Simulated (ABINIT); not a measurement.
# A GW chain in ABINIT: BaH2 (P6_3/mmc), part 2 of 3

How does a plane-wave GW calculation on BaH2 (P6_3/mmc) run from the first input to the gap?

ABINIT 10.8.3; PBEsol and many-body steps on it, plane waves. Known limits of the many-body steps: not at the basis limit; no spin-orbit coupling; coarse k mesh.

So far. Step 2 (Ground state): The gap is indirect, with the least direct gap 1.07 eV higher.

### 3. Bands along the symmetry lines

Level of this step: DFT, PBEsol, plane waves, norm-conserving pseudopotentials (ABINIT).

Levels along a band path, at the cheap level, show where the edges lie and whether the meshes to come will hold them.

Contents of run.abi:

```
acell 3*1.0 Angstrom
rprim 
  4.462025052349 0.000000000014 0.000000000000
  -2.231012526186 3.864227047650 0.000000000000
  0.000000000000 0.000000000000 6.055292590000
ntypat 2
znucl 56 1
natom 6
typat 1 1 2 2 2 2
xred 
  0.666666666667 0.333333333333 0.750000000000
  0.333333333333 0.666666666667 0.250000000000
  0.333333333333 0.666666666667 0.750000000000
  0.666666666667 0.333333333333 0.250000000000
  -0.000000000000 -0.000000000000 0.500000000000
  -0.000000000000 -0.000000000000 0.000000000000
pp_dirpath "pseudos"
pseudos "Ba.upf, H.upf"
ecut 32
iscf -2
irdden 1
kptopt 0
nkpt 75
kpt 
  0.00000000 0.00000000 0.00000000
  0.06250000 0.00000000 0.00000000
  0.12500000 0.00000000 0.00000000
  0.18750000 0.00000000 0.00000000
  0.25000000 0.00000000 0.00000000
  0.31250000 0.00000000 0.00000000
  0.37500000 0.00000000 0.00000000
  0.43750000 0.00000000 0.00000000
  0.50000000 0.00000000 0.00000000
  0.47916667 0.04166667 0.00000000
  0.45833333 0.08333333 0.00000000
  0.43750000 0.12500000 0.00000000
  0.41666666 0.16666666 0.00000000
  0.39583333 0.20833333 0.00000000
  0.37500000 0.25000000 0.00000000
  0.35416666 0.29166666 0.00000000
  0.33333333 0.33333333 0.00000000
  0.29166666 0.29166666 0.00000000
  0.25000000 0.25000000 0.00000000
  0.20833333 0.20833333 0.00000000
  0.16666666 0.16666666 0.00000000
  0.12500000 0.12500000 0.00000000
  0.08333333 0.08333333 0.00000000
  0.04166667 0.04166667 0.00000000
  0.00000000 0.00000000 0.00000000
  0.00000000 0.00000000 0.06250000
  0.00000000 0.00000000 0.12500000
  0.00000000 0.00000000 0.18750000
  0.00000000 0.00000000 0.25000000
  0.00000000 0.00000000 0.31250000
  0.00000000 0.00000000 0.37500000
  0.00000000 0.00000000 0.43750000
  0.00000000 0.00000000 0.50000000
  0.06250000 0.00000000 0.50000000
  0.12500000 0.00000000 0.50000000
  0.18750000 0.00000000 0.50000000
  0.25000000 0.00000000 0.50000000
  0.31250000 0.00000000 0.50000000
  0.37500000 0.00000000 0.50000000
  0.43750000 0.00000000 0.50000000
  0.50000000 0.00000000 0.50000000
  0.47916667 0.04166667 0.50000000
  0.45833333 0.08333333 0.50000000
  0.43750000 0.12500000 0.50000000
  0.41666666 0.16666666 0.50000000
  0.39583333 0.20833333 0.50000000
  0.37500000 0.25000000 0.50000000
  0.35416666 0.29166666 0.50000000
  0.33333333 0.33333333 0.50000000
  0.29166666 0.29166666 0.50000000
  0.25000000 0.25000000 0.50000000
  0.20833333 0.20833333 0.50000000
  0.16666666 0.16666666 0.50000000
  0.12500000 0.12500000 0.50000000
  0.08333333 0.08333333 0.50000000
  0.04166667 0.04166667 0.50000000
  0.00000000 0.00000000 0.50000000
  0.50000000 0.00000000 0.50000000
  0.50000000 0.00000000 0.43750000
  0.50000000 0.00000000 0.37500000
  0.50000000 0.00000000 0.31250000
  0.50000000 0.00000000 0.25000000
  0.50000000 0.00000000 0.18750000
  0.50000000 0.00000000 0.12500000
  0.50000000 0.00000000 0.06250000
  0.50000000 -0.00000000 0.00000000
  0.33333333 0.33333333 0.50000000
  0.33333333 0.33333333 0.43750000
  0.33333333 0.33333333 0.37500000
  0.33333333 0.33333333 0.31250000
  0.33333333 0.33333333 0.25000000
  0.33333333 0.33333333 0.18750000
  0.33333333 0.33333333 0.12500000
  0.33333333 0.33333333 0.06250000
  0.33333333 0.33333333 0.00000000
istwfk *1
nband 19
nbdbuf 2
tolwfr 1e-08
nstep 40
prtwf 0
prtvol 0
indata_prefix "in"
outdata_prefix "out"
tmpdata_prefix "tmp"
```

Run with:

```
$ OMP_NUM_THREADS=1 mpirun -n 8 abinit run.abi > log
```

Numbers of over 12 decimals in the logs are rounded to 6 here.

The log of the run:

```text
.Version 10.8.3 of ABINIT. v10.8.2 released Aug 2026.

 Symmetries : space group P6_3/m m c (#194); Bravais hP (primitive hexag.)
[... echo of the input left out ...]
== DATASET  1 ==================================================================
-   mpi_nproc: 8, omp_nthreads: 1 (-1 if OMP is not activated)

--- !DatasetInfo
iteration_state: {dtset: 1, }
dimensions: {natom: 6, nkpt: 75, mband: 19, nsppol: 1, nspinor: 1, nspden: 1, mpw: 6130, }
cutoff_energies: {ecut:  32.0, pawecutdg:  -1.0, }
electrons: {nelect:   2.40000000E+01, charge:   0.00000000E+00, occopt:   1.00000000E+00, tsmear:   1.00000000E-02, }

 Real(R)+Recip(G) space primitive vectors, cartesian coordinates (Bohr,Bohr^-1):
 R(1)=  8.4320053  0.0000000  0.0000000  G(1)=  0.1185958  0.0684713  0.0000000
 R(2)= -4.2160027  7.3023308  0.0000000  G(2)=  0.0000000  0.1369426  0.0000000
 R(3)=  0.0000000  0.0000000 11.4428446  G(3)=  0.0000000  0.0000000  0.0873909
 Unit cell volume ucvol=  7.0457361E+02 bohr^3
 Angles (23,13,12)=  9.00000000E+01  9.00000000E+01  1.20000000E+02 degrees

 getcut: wavevector=  0.0000  0.0000  0.0000  ngfft=  45  45  60
         ecut(hartree)=     32.000   => boxcut(ratio)=   2.04919

--- Pseudopotential description ------------------------------------------------
- Ba Generated using ONCVPSP code by D. R. Hamann
- 56.00000  10.00000  180301                  znucl, zion, pspdat
12 -116133 2 -1 1936                          pspcod,pspxc,lmax,lloc,mmax
     nproj     2     2     2
  pspatm : epsatm=   26.37418133
         --- l  ekb(1:nproj) -->
             0    6.652372    0.677024
             1    5.027722    0.408462
             2    2.543237    0.416854
 pspatm: atomic psp has been read  and splines computed

- H Generated using ONCVPSP code by D. R. Hamann
-  1.00000   1.00000  180301                  znucl, zion, pspdat
12 -116133 1 -1 1180                          pspcod,pspxc,lmax,lloc,mmax
     nproj     2     1     0
  pspatm : epsatm=    0.35585368
         --- l  ekb(1:nproj) -->
[...]
1   -0.494138
 pspatm: atomic psp has been read  and splines computed

--------------------------------------------------------------------------------

================================================================================
 prteigrs : about to open file out_EIG
 Non-SCF case, kpt    1 (  0.00000  0.00000  0.00000), residuals and eigenvalues=
  4.53E-09  9.40E-09  1.97E-09  3.04E-09  7.07E-09  2.80E-09  5.81E-09  1.21E-09
  1.74E-09  1.11E-09  5.97E-09  6.57E-09  3.05E-09  9.04E-09  6.56E-09  8.66E-09
[...]
-8.4430E-01 -8.3787E-01 -3.2333E-01 -2.9297E-01 -2.9297E-01 -2.8383E-01
 -2.8383E-01 -2.8230E-01 -7.9456E-03  4.2869E-02  1.3315E-01  1.5182E-01
  2.5198E-01  2.5198E-01  2.8885E-01  2.8885E-01  2.8991E-01  2.8991E-01
  3.1860E-01
 Non-SCF case, kpt    2 (  0.06250  0.00000  0.00000), residuals and eigenvalues=
[...]
Non-SCF case, kpt   74 (  0.33333  0.33333  0.06250), residuals and eigenvalues=
[...]
3.7768E-01
 Non-SCF case, kpt   75 (  0.33333  0.33333  0.00000), residuals and eigenvalues=
[...]
-3.0119E-01 -2.8904E-01  7.8558E-02  7.8558E-02  7.9996E-02  8.6863E-02
  2.6619E-01  2.6619E-01  3.0696E-01  3.3445E-01  3.3445E-01  3.4478E-01
  3.7748E-01

--- !ResultsGS
iteration_state: {dtset: 1, }
comment   : Summary of ground state results
lattice_vectors:
- [  8.4320053,   0.0000000,   0.0000000, ]
- [ -4.2160027,   7.3023308,   0.0000000, ]
- [  0.0000000,   0.0000000,  11.4428446, ]
lattice_lengths: [   8.43201,    8.43201,   11.44284, ]
lattice_angles: [ 90.000,  90.000, 120.000, ] # degrees, (23, 13, 12)
lattice_volume:   7.0457361E+02
convergence: {deltae:  0.000E+00, res2:  0.000E+00, residm:  9.983E-09, diffor:  0.000E+00, }
etotal    :  -5.85971915E+01
entropy   :   0.00000000E+00
fermie    :   1.51815635E-01
cartesian_stress_tensor: null
pressure_GPa: null
xred      :
- [  6.6667E-01,   3.3333E-01,   7.5000E-01, Ba]
- [  3.3333E-01,   6.6667E-01,   2.5000E-01, Ba]
- [  3.3333E-01,   6.6667E-01,   7.5000E-01,  H]
- [  6.6667E-01,   3.3333E-01,   2.5000E-01,  H]
- [  3.7007E-17,   9.2519E-17,   5.0000E-01,  H]
- [  3.7007E-17,   9.2519E-17,   2.7756E-17,  H]
cartesian_forces: null
force_length_stats: {min: null, max: null, mean: null, }

 Integrated electronic density in atomic spheres:
 ------------------------------------------------
 Atom  Sphere_radius  Integrated_density
[...]
================================================================================

 ----iterations are completed or convergence reached----

 Mean square residual over all n,k,spin=   48.486E-10; max=  99.826E-10
 reduced coordinates (array xred) for    6 atoms
[...]
cartesian coordinates (angstrom) at end:
    1      2.231013     1.288076     4.541469
    2     -7.67e-12     2.576151     1.513823
    3     -7.67e-12     2.576151     4.541469
    4      2.231013     1.288076     1.513823
    5     -0.000000     0.000000     3.027646
    6     -0.000000     0.000000     0.000000
 length scales=  1.889726125908  1.889726125908  1.889726125908 bohr
              =  1.000000000000  1.000000000000  1.000000000000 angstroms
 prteigrs : about to open file out_EIG
 Eigenvalues (hartree) for nkpt=  75  k points:
 kpt#   1, nband= 19, wtk=  1.00000, kpt=  0.0000  0.0000  0.0000 (reduced coord)
[...]
kpt#   2, nband= 19, wtk=  1.00000, kpt=  0.0625  0.0000  0.0000 (reduced coord)
[...]
kpt#   3, nband= 19, wtk=  1.00000, kpt=  0.1250  0.0000  0.0000 (reduced coord)
[...]
kpt#  74, nband= 19, wtk=  1.00000, kpt=  0.3333  0.3333  0.0625 (reduced coord)
[...]
0.33690    0.34782    0.37768
 kpt#  75, nband= 19, wtk=  1.00000, kpt=  0.3333  0.3333  0.0000 (reduced coord)
  -0.83975   -0.83975   -0.30942   -0.30265   -0.30265   -0.30119   -0.30119   -0.28904
   0.07856    0.07856    0.08000    0.08686    0.26619    0.26619    0.30696    0.33445
   0.33445    0.34478    0.37748

== END DATASET(S) ==============================================================
================================================================================

 -outvars: echo values of variables after computation  --------
            nband          19
             nkpt          75
          spgroup         194
 [... the other variables as echoed above ...]

 Calculation completed.
```

Elapsed: 38 s, on 8 MPI ranks of Arm Neoverse N1, shared host; peak memory 0.65 GiB; 5 min of CPU time.

Numbers from this step:

```
gap                        : 1.473 eV
k of the valence top       : 0, 0, 0
k of the conduction bottom : 0.3333, 0.3333, 0.5
least direct gap           : 2.542 eV
```

The gap is 1.473 eV, as in the run before at this level.

Electronic bands along the path, in eV, zero at the top of the highest filled band:

```
    point  band 9  band 10  band 11  band 12  band 13  band 14  band 15  band 16
        Γ   -4.35    -2.96    -0.51     0.00     2.73     2.73     3.73     3.73
  halfway   -3.42    -2.50    -1.31    -1.06     2.96     3.12     3.33     3.71
        M   -2.56    -2.25    -1.67    -1.59     2.51     3.78     3.79     5.10
  halfway   -2.31    -2.13    -1.78    -1.67     2.70     3.56     3.84     5.20
        K   -1.99    -1.99    -1.95    -1.77     3.11     3.11     4.22     4.97
  halfway   -3.15    -2.38    -1.52    -1.21     2.89     3.07     3.34     4.12
        Γ   -4.35    -2.96    -0.51     0.00     2.73     2.73     3.73     3.73
  halfway   -4.00    -2.93    -0.65    -0.05     2.49     2.49     3.17     3.17
        A   -3.29    -3.29    -0.46    -0.46     2.58     2.58     2.58     2.58
  halfway   -2.62    -2.62    -1.32    -1.32     2.90     2.90     3.22     3.22
        L   -2.30    -2.30    -1.37    -1.37     2.30     2.30     3.85     3.85
  halfway   -2.06    -2.06    -1.45    -1.45     1.84     1.84     4.01     4.01
        H   -1.77    -1.77    -1.54    -1.54     1.47     1.47     4.35     4.35
  halfway   -2.41    -2.41    -1.47    -1.47     2.57     2.57     3.45     3.45
        A   -3.29    -3.29    -0.46    -0.46     2.58     2.58     2.58     2.58
jump to L   -2.30    -2.30    -1.37    -1.37     2.30     2.30     3.85     3.85
  halfway   -2.43    -2.28    -1.57    -1.45     2.86     2.94     3.15     4.60
        M   -2.56    -2.25    -1.67    -1.59     2.51     3.78     3.79     5.10
jump to H   -1.77    -1.77    -1.54    -1.54     1.47     1.47     4.35     4.35
  halfway   -1.89    -1.80    -1.80    -1.74     2.18     2.18     3.98     5.18
        K   -1.99    -1.99    -1.95    -1.77     3.11     3.11     4.22     4.97
```

The electronic bands as a text plot (rows in eV, shown from -8.0 to 3.5 only):

```
    3.3 | +++++    +++++++++   +     +++          ++++  +++
    2.8 |++ +++   +++ ++++ ++++ ++ +++++           ++++  ++    ++
    2.3 |      +++             ++++     ++++     ++    ++  +  +
    1.9 |                                   +   +            +
    1.4 |                                    +++            +
    0.9 |
    0.4 |
   -0.1 |*                  ******
   -0.5 |**                *********                  **
   -1.0 |  **            **         **             ***
   -1.5 |   ********  ****            *************     *******
   -2.0 |        ********                   ******          *****
   -2.5 |  ********    ****           ******      *     ****
   -2.9 |**  **          * *******  **             ***
   -3.4 |   *             *      ***                  **
   -3.9 | **               *   **
   -4.4 |*                  ***
   -4.9 |
   -5.4 |
   -5.8 |
   -6.3 |
   -6.8 |
   -7.3 |
   -7.8 |
         Γ      M   K        Γ    A       L   H       A|L  M|H  K
```

### 4. Empty states on the mesh, 3×3×2 mesh, 313 bands

The sums over transitions need many empty states on a uniform mesh; this step solves for them.

Contents of run.abi:

```
acell 3*1.0 Angstrom
rprim 
  4.462025052349 0.000000000014 0.000000000000
  -2.231012526186 3.864227047650 0.000000000000
  0.000000000000 0.000000000000 6.055292590000
ntypat 2
znucl 56 1
natom 6
typat 1 1 2 2 2 2
xred 
  0.666666666667 0.333333333333 0.750000000000
  0.333333333333 0.666666666667 0.250000000000
  0.333333333333 0.666666666667 0.750000000000
  0.666666666667 0.333333333333 0.250000000000
  -0.000000000000 -0.000000000000 0.500000000000
  -0.000000000000 -0.000000000000 0.000000000000
pp_dirpath "pseudos"
pseudos "Ba.upf, H.upf"
ecut 32
ngkpt 3 3 2
nshiftk 1
shiftk 0 0 0
kptopt 1
chksymbreak 0
iscf -2
irdden 1
istwfk *1
nband 313
nbdbuf 28
tolwfr 1e-09
nstep 60
prtvol 0
indata_prefix "in"
outdata_prefix "out"
tmpdata_prefix "tmp"
```

The log of the run:

```text
.Version 10.8.3 of ABINIT. v10.8.2 released Aug 2026.

 Symmetries : space group P6_3/m m c (#194); Bravais hP (primitive hexag.)
[... echo of the input left out ...]
== DATASET  1 ==================================================================
-   mpi_nproc: 8, omp_nthreads: 1 (-1 if OMP is not activated)
-    --> not optimal distribution: autoparal keyword recommended in input file <--

--- !DatasetInfo
iteration_state: {dtset: 1, }
dimensions: {natom: 6, nkpt: 6, mband: 313, nsppol: 1, nspinor: 1, nspden: 1, mpw: 6126, }
cutoff_energies: {ecut:  32.0, pawecutdg:  -1.0, }
electrons: {nelect:   2.40000000E+01, charge:   0.00000000E+00, occopt:   1.00000000E+00, tsmear:   1.00000000E-02, }

 Real(R)+Recip(G) space primitive vectors, cartesian coordinates (Bohr,Bohr^-1):
 R(1)=  8.4320053  0.0000000  0.0000000  G(1)=  0.1185958  0.0684713  0.0000000
 R(2)= -4.2160027  7.3023308  0.0000000  G(2)=  0.0000000  0.1369426  0.0000000
 R(3)=  0.0000000  0.0000000 11.4428446  G(3)=  0.0000000  0.0000000  0.0873909
 Unit cell volume ucvol=  7.0457361E+02 bohr^3
 Angles (23,13,12)=  9.00000000E+01  9.00000000E+01  1.20000000E+02 degrees

 getcut: wavevector=  0.0000  0.0000  0.0000  ngfft=  45  45  60
         ecut(hartree)=     32.000   => boxcut(ratio)=   2.04919

--- Pseudopotential description ------------------------------------------------
- Ba Generated using ONCVPSP code by D. R. Hamann
- 56.00000  10.00000  180301                  znucl, zion, pspdat
12 -116133 2 -1 1936                          pspcod,pspxc,lmax,lloc,mmax
     nproj     2     2     2
  pspatm : epsatm=   26.37418133
         --- l  ekb(1:nproj) -->
             0    6.652372    0.677024
             1    5.027722    0.408462
             2    2.543237    0.416854
 pspatm: atomic psp has been read  and splines computed

- H Generated using ONCVPSP code by D. R. Hamann
-  1.00000   1.00000  180301                  znucl, zion, pspdat
12 -116133 1 -1 1180                          pspcod,pspxc,lmax,lloc,mmax
     nproj     2     1     0
  pspatm : epsatm=    0.35585368
         --- l  ekb(1:nproj) -->
[...]
1   -0.494138
 pspatm: atomic psp has been read  and splines computed

--------------------------------------------------------------------------------

================================================================================
 prteigrs : about to open file out_EIG
 Non-SCF case, kpt    1 (  0.00000  0.00000  0.00000), residuals and eigenvalues=
  7.51E-11  6.78E-11  8.23E-11  6.29E-11  6.52E-11  6.77E-11  5.58E-10  9.96E-10
  5.36E-10  7.63E-10  7.63E-10  3.40E-10  4.04E-11  1.56E-10  7.11E-11  4.45E-10
  3.46E-11  7.40E-11  7.73E-11  7.85E-11  2.90E-10  1.42E-10  6.18E-10  9.40E-10
[...]
4.43E-03
 -8.4430E-01 -8.3787E-01 -3.2333E-01 -2.9297E-01 -2.9297E-01 -2.8383E-01
 -2.8383E-01 -2.8230E-01 -7.9456E-03  4.2869E-02  1.3315E-01  1.5182E-01
  2.5198E-01  2.5198E-01  2.8885E-01  2.8885E-01  2.8991E-01  2.8991E-01
[...]
4.0051E+00  4.0223E+00  4.0223E+00  4.0382E+00  4.0382E+00  4.0761E+00
  4.0936E+00  4.0939E+00  4.1329E+00  4.1341E+00  4.1436E+00  4.1452E+00
  4.1825E+00
 prteigrs : prtvol=0 or 1, do not print more k-points.

--- !ResultsGS
iteration_state: {dtset: 1, }
comment   : Summary of ground state results
lattice_vectors:
- [  8.4320053,   0.0000000,   0.0000000, ]
- [ -4.2160027,   7.3023308,   0.0000000, ]
- [  0.0000000,   0.0000000,  11.4428446, ]
lattice_lengths: [   8.43201,    8.43201,   11.44284, ]
lattice_angles: [ 90.000,  90.000, 120.000, ] # degrees, (23, 13, 12)
lattice_volume:   7.0457361E+02
convergence: {deltae:  0.000E+00, res2:  0.000E+00, residm:  9.961E-10, diffor:  0.000E+00, }
etotal    :  -5.85971915E+01
entropy   :   0.00000000E+00
fermie    :   1.51815635E-01
cartesian_stress_tensor: null
pressure_GPa: null
xred      :
- [  6.6667E-01,   3.3333E-01,   7.5000E-01, Ba]
- [  3.3333E-01,   6.6667E-01,   2.5000E-01, Ba]
- [  3.3333E-01,   6.6667E-01,   7.5000E-01,  H]
- [  6.6667E-01,   3.3333E-01,   2.5000E-01,  H]
- [  3.7007E-17,   9.2519E-17,   5.0000E-01,  H]
- [  3.7007E-17,   9.2519E-17,   2.7756E-17,  H]
cartesian_forces: null
force_length_stats: {min: null, max: null, mean: null, }

 Integrated electronic density in atomic spheres:
 ------------------------------------------------
 Atom  Sphere_radius  Integrated_density
[...]
================================================================================

 ----iterations are completed or convergence reached----

 Mean square residual over all n,k,spin=   29.003E-11; max=  99.607E-11
 reduced coordinates (array xred) for    6 atoms
[...]
0.000000000000      0.000000000000      0.500000000000
       0.000000000000      0.000000000000      0.000000000000

 cartesian coordinates (angstrom) at end:
    1      2.231013     1.288076     4.541469
    2     -7.67e-12     2.576151     1.513823
    3     -7.67e-12     2.576151     4.541469
    4      2.231013     1.288076     1.513823
    5     -0.000000     0.000000     3.027646
    6     -0.000000     0.000000     0.000000
 length scales=  1.889726125908  1.889726125908  1.889726125908 bohr
              =  1.000000000000  1.000000000000  1.000000000000 angstroms
 prteigrs : about to open file out_EIG
 Eigenvalues (hartree) for nkpt=   6  k points:
 kpt#   1, nband=313, wtk=  0.05556, kpt=  0.0000  0.0000  0.0000 (reduced coord)
[...]
3.98676    3.99126    3.99126    4.00513    4.00514    4.02233    4.02233    4.03816
   4.03816    4.07609    4.09362    4.09390    4.13286    4.13414    4.14361    4.14524
   4.18246
 prteigrs : prtvol=0 or 1, do not print more k-points.

== END DATASET(S) ==============================================================
================================================================================

 -outvars: echo values of variables after computation  --------
            nband         313
             nkpt           6
          spgroup         194
 [... the other variables as echoed above ...]

 Calculation completed.
```

Run time: 3.1 min. Hardware: 8 MPI ranks; peak memory 0.87 GiB; 25 min of CPU time.

Numbers from this step:

```yaml
gap: 1.473 eV
k_of_the_valence_top: 0, 0, 0
k_of_the_conduction_bottom: 0.3333, 0.3333, 0.5
least_direct_gap: 2.725 eV
k_points_computed: 6
lowest_point_of_the_top_converged_band_above_the_valence_top: 99.8299 eV
```

On this mesh the gap is 1.473 eV.

[end of part 2 of 3]

[Paths, hosts, dates, memory and timing lines, banners, echoed tables and standing remarks are left out of the program output.]

[Logs are printed without paths, hosts, clocks, repeated set-up lines and the standing remarks that a program may print on its own settings, such as how far it seeks lower states.]

[Runs of the session that timed out or met a known fault of the program may be left out.]

[Hosts, paths, dates, database ids (printed as entryN), source tags and the programs' standing remarks are cut or masked in the printed files.]

[G0W0 gaps are taken among the corrected bands and points alone; a level outside them can change the order at an edge.]

[Where Ansatz stands beside ABINIT at settings called matched, ABINIT's density can come from a denser mesh and the files from another edition; pairs whose starting gaps differed by over 0.03 eV were left out, so agreement reads better than it is.]
